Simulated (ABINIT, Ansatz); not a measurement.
# VBiO4 (Clinobisvanite): G0W0 on several meshes in ABINIT, part 2 of 2

Aim: the GW shift of VBiO4 (Clinobisvanite) against the k mesh.

ABINIT 10.8.3; LDA and many-body steps on it, plane waves. Known limits of the many-body steps: not at the basis limit; no spin polarisation; d states lean on the start; no spin-orbit coupling; coarse k mesh.

So far. Step 4 (2×2×4): The gap on the mesh goes from 2.32 eV to 3.68 eV, a correction of +1.36 eV. Step 5 (Empty states on the mesh, 2×2×2 mesh, 178 bands): On this mesh the gap is 2.336 eV.

### 7. 2×2×2

This step: G0W0 on LDA, plane waves, norm-conserving pseudopotentials.

File run.abi:

```
acell 3*1.0 Angstrom
rprim 
  3.623583094700 -5.848600000000 -0.000000000000
  3.623583094700 5.848600000000 0.000000000000
  -3.550011012700 0.000000000000 3.647394391800
ntypat 3
znucl 23 83 8
natom 12
typat 1 1 2 2 3 3 3 3 3 3 3 3
xred 
  0.870000000000 0.130000000000 0.750000000000
  0.130000000000 0.870000000000 0.250000000000
  0.366500000000 0.633500000000 0.750000000000
  0.633500000000 0.366500000000 0.250000000000
  0.938300000000 0.354700000000 0.638800000000
  0.645300000000 0.061700000000 0.861200000000
  0.061700000000 0.645300000000 0.361200000000
  0.354700000000 0.938300000000 0.138800000000
  0.811300000000 0.709900000000 0.879600000000
  0.290100000000 0.188700000000 0.620400000000
  0.188700000000 0.290100000000 0.120400000000
  0.709900000000 0.811300000000 0.379600000000
pp_dirpath "pseudos"
pseudos "V.upf, Bi.upf, O.upf"
ecut 42
ngkpt 2 2 2
nshiftk 1
shiftk 0 0 0
kptopt 1
chksymbreak 0
istwfk *1
occopt 1
irdwfk 1
optdriver 4
nband 162
gwcalctyp 0
ecutsigx 42
symsigma 1
nkptgw 3
kptgw 
  0.5000000000 0.0000000000 0.0000000000
  0.5000000000 0.0000000000 0.5000000000
  0.0000000000 0.0000000000 0.0000000000
bdgw 
  59 62
  59 62
  59 62
ecuteps 4.2
irdscr 1
ppmodel 1
indata_prefix "in"
outdata_prefix "out"
tmpdata_prefix "tmp"
```

Command:

```bash
$ OMP_NUM_THREADS=1 mpirun -n 16 abinit run.abi > log
```

Numbers of over 12 decimals in the logs are rounded to 6 here.

The program printed:

```text
.Version 10.8.3 of ABINIT. v10.8.2 released Aug 2026.

 Symmetries : space group C2/c (# 15); Bravais mC (1-face-center monocl.)
[... echo of the input left out ...]
== DATASET  1 ==================================================================
-   mpi_nproc: 16, omp_nthreads: 1 (-1 if OMP is not activated)

--- !DatasetInfo
iteration_state: {dtset: 1, }
dimensions: {natom: 12, nkpt: 6, mband: 162, nsppol: 1, nspinor: 1, nspden: 1, mpw: 13580, }
cutoff_energies: {ecut:  42.0, pawecutdg:  -1.0, }
electrons: {nelect:   1.20000000E+02, charge:   0.00000000E+00, occopt:   1.00000000E+00, tsmear:   1.00000000E-02, }

 SIGMA: Calculation of the GW corrections

 Based on a program developped by R.W. Godby, V. Olevano, G. Onida, and L. Reining.
 Incorporated in ABINIT by V. Olevano, G.-M. Rignanese, and M. Torrent.
.Using double precision arithmetic ; gwpc =  8

[... cell and pseudopotentials left out ...]
--------------------------------------------------------------------------------

 ==== K-mesh for the wavefunctions ====
 Number of points in the irreducible wedge :     6
[... list of points left out ...]
 Together with  4 symmetry operations and time-reversal symmetry
 yields     8 points in the full Brillouin Zone.

 ==== Q-mesh for screening function ====
 Number of points in the irreducible wedge :     6
[... list of points left out ...]
 Together with  4 symmetry operations and time-reversal symmetry
 yields     8 points in the full Brillouin Zone.

 vcoul_init : cutoff-mode = AUXILIARY_FUNCTION
 q-points for optical limit:   1
     1)      0.000010    0.000020    0.000030
 setmesh: FFT mesh size selected  =    60x   60x   48
          total number of points  =       172800

 Number of electrons calculated from density =  120.0000; Expected =  120.0000
[...]
number of plane-waves for wavefunctions         13521
 number of bands                                   162
 number of q-points in IBZ                           6
 number of frequencies                               2
 number of real frequencies                          1
 number of imag frequencies                          1

 matrix elements of self-energy operator (all in [eV])

 Perturbative Calculation

--- !SelfEnergy_ee
iteration_state: {dtset: 1, }
kpoint     : [   0.500,    0.000,    0.000, ]
spin       : 1
KS_gap     :    2.381
QP_gap     :    3.723
Delta_QP_KS:    1.342
data: !SigmaeeData |
     Band     E0 <VxcDFT>   SigX SigC(E0)      Z dSigC/dE  Sig(E)    E-E0       E
       59   4.997 -19.928 -23.460   4.352   0.775  -0.290 -19.292   0.636   5.633
       60   5.372 -19.694 -22.710   3.921   0.783  -0.278 -18.986   0.708   6.081
       61   7.753 -20.670 -13.778  -4.264   0.780  -0.282 -18.620   2.050   9.803
[...]
--- !SelfEnergy_ee
iteration_state: {dtset: 1, }
kpoint     : [   0.500,    0.000,    0.500, ]
spin       : 1
KS_gap     :    2.462
QP_gap     :    3.820
Delta_QP_KS:    1.357
data: !SigmaeeData |
     Band     E0 <VxcDFT>   SigX SigC(E0)      Z dSigC/dE  Sig(E)    E-E0       E
[...]
--- !SelfEnergy_ee
iteration_state: {dtset: 1, }
kpoint     : [   0.000,    0.000,    0.000, ]
spin       : 1
KS_gap     :    2.965
QP_gap     :    4.471
Delta_QP_KS:    1.506
data: !SigmaeeData |
     Band     E0 <VxcDFT>   SigX SigC(E0)      Z dSigC/dE  Sig(E)    E-E0       E
[...]
61   7.966 -20.895 -14.084  -4.103   0.781  -0.281 -18.781   2.114  10.080
       62   8.407 -21.597 -14.660  -4.172   0.775  -0.290 -19.454   2.143  10.550

== END DATASET(S) ==============================================================
================================================================================

 -outvars: echo values of variables after computation  --------
           etotal      0.0000000000E+00
            nband         162
             nkpt           6
          spgroup          15
 [... the other variables as echoed above ...]

 Calculation completed.
```

The job ended after 24 s (16 MPI ranks of Arm Neoverse N1, shared host; peak memory 4.4 GiB).

This step gave:

```yaml
g0w0_gap_on_the_points_computed: 3.698 eV
starting_gap_on_the_mesh: 2.336 eV
k_of_the_valence_top: 0.5, 0, 0
k_of_the_conduction_bottom: 0.5, 0, 0.5
z_at_the_valence_top: 0.783
z_at_the_conduction_bottom: 0.78
least_direct_g0w0_gap_on_the_computed_points: 3.722 eV
```

Against G0W0 in ABINIT (2×2×4 mesh, 162 bands, screening to 114.3 eV, Godby-Needs plasmon pole), the gap moves by +0.017 eV.

### 8. Empty states on the mesh, 4×4×4 mesh, 178 bands

This step: DFT, LDA, plane waves, norm-conserving pseudopotentials.

run.abi, as its differences from that of step 7:

```diff
@@ -25,3 +25,3 @@
 ecut 42
-ngkpt 2 2 2
+ngkpt 4 4 4
 nshiftk 1
@@ -30,22 +30,10 @@
 chksymbreak 0
+iscf -2
+irdden 1
 istwfk *1
-occopt 1
-irdwfk 1
-optdriver 4
-nband 162
-gwcalctyp 0
-ecutsigx 42
-symsigma 1
-nkptgw 3
-kptgw 
-  0.5000000000 0.0000000000 0.0000000000
-  0.5000000000 0.0000000000 0.5000000000
-  0.0000000000 0.0000000000 0.0000000000
-bdgw 
-  59 62
-  59 62
-  59 62
-ecuteps 4.2
-irdscr 1
-ppmodel 1
+nband 178
+nbdbuf 16
+tolwfr 1e-09
+nstep 60
+prtvol 0
 indata_prefix "in"
```

The program printed:

```text
.Version 10.8.3 of ABINIT. v10.8.2 released Aug 2026.

 Symmetries : space group C2/c (# 15); Bravais mC (1-face-center monocl.)
[... echo of the input left out ...]
== DATASET  1 ==================================================================
-   mpi_nproc: 16, omp_nthreads: 1 (-1 if OMP is not activated)
-    --> not optimal distribution: autoparal keyword recommended in input file <--

--- !DatasetInfo
iteration_state: {dtset: 1, }
dimensions: {natom: 12, nkpt: 24, mband: 178, nsppol: 1, nspinor: 1, nspden: 1, mpw: 13604, }
[...]
1.56958    1.61031    1.61483    1.62305    1.62493    1.63246    1.63789    1.64483
   1.66357    1.67222    1.68097    1.68110    1.68499    1.70382    1.70542    1.71280
   1.75240    1.76317
 prteigrs : prtvol=0 or 1, do not print more k-points.

== END DATASET(S) ==============================================================
================================================================================

 -outvars: echo values of variables after computation  --------
            nband         178
             nkpt          24
          spgroup          15
 [... the other variables as echoed above ...]

 Calculation completed.
```

Run time: 9.1 min. Hardware: 16 MPI ranks; peak memory 2.4 GiB.

Numbers from this step:

```
gap                                                           : 2.302 eV
k of the valence top                                          : 0.25, 0.25, 0
k of the conduction bottom                                    : 0.5, 0, 0.5
least direct gap                                              : 2.346 eV
k points computed                                             : 24
lowest point of the top converged band, above the valence top : 37.46 eV
```

On this mesh the gap is 2.302 eV.

### 9. Screening, 4×4×4 mesh, 162 bands, screening to 114.3 eV

This step: RPA screening on LDA, plane waves, norm-conserving pseudopotentials.

run.abi, as its differences from that of step 8:

```diff
@@ -30,10 +30,11 @@
 chksymbreak 0
-iscf -2
-irdden 1
 istwfk *1
-nband 178
-nbdbuf 16
-tolwfr 1e-09
-nstep 60
-prtvol 0
+occopt 1
+irdwfk 1
+optdriver 3
+nband 162
+ecuteps 4.2
+inclvkb 2
+awtr 1
+symchi 1
 indata_prefix "in"
```

The program printed:

```text
.Version 10.8.3 of ABINIT. v10.8.2 released Aug 2026.

 Symmetries : space group C2/c (# 15); Bravais mC (1-face-center monocl.)
[... echo of the input left out ...]
== DATASET  1 ==================================================================
-   mpi_nproc: 16, omp_nthreads: 1 (-1 if OMP is not activated)

--- !DatasetInfo
iteration_state: {dtset: 1, }
dimensions: {natom: 12, nkpt: 24, mband: 162, nsppol: 1, nspinor: 1, nspden: 1, mpw: 13604, }
cutoff_energies: {ecut:  42.0, pawecutdg:  -1.0, }
[...]
--------------------------------------------------------------------------------
[... chi0 elements left out ...]
 For q-point:  0.000010 0.000020 0.000030
  dielectric constant =   7.2242
  dielectric constant without local fields =   8.3708

  Average fulfillment of the sum rule on Im[epsilon] for q-point    1 :     41.67  [%]
[... wings left out ...]
  q-point number  2        q = ( 0.250000, 0.000000, 0.000000) [r.l.u.]
--------------------------------------------------------------------------------
[... chi0 elements left out ...]
  Average fulfillment of the sum rule on Im[epsilon] for q-point    2 :     52.77  [%]

 [... 22 further q-points ...]
```

The job ended after 39 min (16 MPI ranks; peak memory 27 GiB; 10 h of CPU time).

This step gave:

```
ε∞ with local fields, on this mesh, along the program's q direction : 7.224
the same without local fields                                       : 8.371
plasma frequency                                                    : 32.72 eV
plane waves in the screening matrix                                 : 419
```

### 10. 4×4×4

This step: G0W0 on LDA, plane waves, norm-conserving pseudopotentials.

run.abi, as its differences from that of step 9:

```diff
@@ -33,8 +33,19 @@
 irdwfk 1
-optdriver 3
+optdriver 4
 nband 162
+gwcalctyp 0
+ecutsigx 42
+symsigma 1
+nkptgw 3
+kptgw 
+  0.2500000000 0.2500000000 0.0000000000
+  0.5000000000 0.0000000000 0.5000000000
+  0.0000000000 0.0000000000 0.0000000000
+bdgw 
+  59 62
+  59 62
+  59 62
 ecuteps 4.2
-inclvkb 2
-awtr 1
-symchi 1
+irdscr 1
+ppmodel 1
 indata_prefix "in"
```

The program printed:

```text
.Version 10.8.3 of ABINIT. v10.8.2 released Aug 2026.

 Symmetries : space group C2/c (# 15); Bravais mC (1-face-center monocl.)
[... echo of the input left out ...]
== DATASET  1 ==================================================================
-   mpi_nproc: 16, omp_nthreads: 1 (-1 if OMP is not activated)

--- !DatasetInfo
iteration_state: {dtset: 1, }
dimensions: {natom: 12, nkpt: 24, mband: 162, nsppol: 1, nspinor: 1, nspden: 1, mpw: 13604, }
cutoff_energies: {ecut:  42.0, pawecutdg:  -1.0, }
[...]
Band     E0 <VxcDFT>   SigX SigC(E0)      Z dSigC/dE  Sig(E)    E-E0       E
[...]
61   7.966 -20.895 -14.162  -4.328   0.773  -0.293 -19.036   1.860   9.826
       62   8.407 -21.599 -14.770  -4.377   0.767  -0.303 -19.717   1.882  10.289

== END DATASET(S) ==============================================================
================================================================================

 -outvars: echo values of variables after computation  --------
           etotal      0.0000000000E+00
            nband         162
             nkpt          24
          spgroup          15
 [... the other variables as echoed above ...]

 Calculation completed.
```

Run time: 94 s. Hardware: 16 MPI ranks; peak memory 12 GiB; 25 min of CPU time.

This step gave:

```yaml
g0w0_gap_on_the_points_computed: 3.71 eV
starting_gap_on_the_mesh: 2.302 eV
k_of_the_valence_top: 0.25, 0.25, 0
k_of_the_conduction_bottom: 0.5, 0, 0.5
least_direct_g0w0_gap_on_the_computed_points: 3.737 eV
```

Against G0W0 in ABINIT (2×2×4 mesh, 162 bands, screening to 114.3 eV, Godby-Needs plasmon pole), the gap moves by +0.029 eV.

### 11. Side by side

Times are wall times on 16 MPI ranks of Arm Neoverse N1, shared host, good to a factor of about two. A run's time includes the screening step that it read.

| run | mesh | bands | screening cutoff (eV) | DFT gap (eV) | gap on the mesh (eV) | direct (eV) | ε∞ used | time |
| --- | --- | --- | --- | --- | --- | --- | --- | --- |
| 2×2×4 | 2×2×4 | 162 | 114.3 | 2.325 | 3.681 | 3.740 | 7.31 | 5.4 min |
| 2×2×2 | 2×2×2 | 162 | 114.3 | 2.336 | 3.698 | 3.722 | 7.69 | 2.8 min |
| 4×4×4 | 4×4×4 | 162 | 114.3 | 2.302 | 3.710 | 3.737 | 7.22 | 41 min |

### 12. What came out

```
2×2×4        : 3.681 eV
2×2×2        : 3.698 eV
4×4×4        : 3.710 eV
known limits : not at the basis limit; no spin polarisation; d states lean on the start; no spin-orbit coupling; coarse k mesh
```

2×2×2: +0.017 eV against 2×2×4, +0.011 eV of it in the start. 4×4×4: +0.029 eV against 2×2×4, −0.022 eV of it in the start. Bands and cutoff are finite, so the gap is not at the basis limit. The miss can reach some tenths of an eV and take either sign; the mesh is an error of its own. A denser mesh or path gives a starting gap of 2.22 eV: the GW mesh misses a band edge, so its gaps are not the fundamental one. The 2×2×4 mesh is coarse for this cell, which bears on the long-range parts of exchange and screening. Where an edge is built on 6p states of lead, bismuth or thallium, scalar-relativistic gaps usually stand too wide, by a few tenths to over one eV. The runs have no spin polarisation. For a closed low-spin shell that is the natural state; where a d or f shell is open it is a constraint, and the gap is then not the crystal's own. With d states at the gap, one-shot GW leans hard on its start. The many-body steps are scalar-relativistic: spin-orbit coupling is not in them.

[Paths, hosts, dates, memory and timing lines, banners, echoed tables and standing remarks are left out of the program output.]

[Logs are printed without paths, hosts, clocks, repeated set-up lines and the standing remarks that a program may print on its own settings, such as how far it seeks lower states.]

[Runs of the session that timed out or met a known fault of the program may be left out.]

[Hosts, paths, dates, database ids (printed as entryN), source tags and the programs' standing remarks are cut or masked in the printed files.]

[G0W0 gaps are taken among the corrected bands and points alone; a level outside them can change the order at an edge.]

[Where Ansatz stands beside ABINIT at settings called matched, ABINIT's density can come from a denser mesh and the files from another edition; pairs whose starting gaps differed by over 0.03 eV were left out, so agreement reads better than it is.]
